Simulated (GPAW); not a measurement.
Records of electronic-structure calculations.

**A GW chain in GPAW: OsBr2 (1T monolayer)**

The cell holds 3 atoms: 1 Os and 2 Br. Cell: a = 3.827 Å, b = 3.827 Å, c = 14.200 Å, α = 90.0°, β = 90.0°, γ = 120.0°. Vacuum lies along c.

```xyz
3
Lattice="3.8275 0.0000 0.0000 -1.9137 3.3147 0.0000 0.0000 0.0000 14.2000" Properties=species:S:1:pos:R:3
Os    0.0000    0.0000    7.1000
Br    0.0000    2.2098    8.3628
Br    1.9137    1.1049    5.8372
```

```
method               : DFT, PBE, plane waves, PAW (and 1 further level or step)
program              : GPAW 26.7.0
settings of one run  : cutoff 550 eV, GPAW PAW setups 1.2.1 data release, 9×9×1 k-mesh
cost                 : 5 runs, 6.2 min in all on 8 MPI ranks of Intel Xeon 6975P-C (Granite Rapids), shared host (the runs of this entry)
notes                : Values taken over the cell’s volume include its vacuum. The start is a generated structure, not a measured one. Limits: no spin polarisation; no spin-orbit coupling. Bands and cutoff are finite, so the gap is not at the basis limit. The miss can reach some tenths of an eV and take either sign; the mesh is an error of its own. The runs have no spin polarisation. For a closed low-spin shell that is the natural state; where a d or f shell is open it is a constraint, and the gap is then not the crystal’s own.
PBE gap              : 1.18 eV, direct
G0W0 gap on the mesh : 2.49 eV
GW settings          : 9×9×1 mesh, 136 bands, screening to 48 eV, full frequency, Hilbert transform
known limits         : not at the basis limit; no spin polarisation; d states lean on the start; no spin-orbit coupling
```

G0W0 moves the gap on the mesh from 1.18 eV to 2.49 eV (+1.31 eV), with Z of 0.71 and 0.74 at the edges. Only 2 of the mesh's irreducible points were corrected, so a valley elsewhere could overtake.

[Paths, hosts, dates, memory and timing lines, banners, echoed tables and standing remarks are left out of the program output.]

[Logs are printed without paths, hosts, clocks, repeated set-up lines and the standing remarks that a program may print on its own settings, such as how far it seeks lower states.]

[Runs of the session that timed out or met a known fault of the program may be left out.]

[Hosts, paths, dates, database ids (printed as entryN), source tags and the programs' standing remarks are cut or masked in the printed files.]
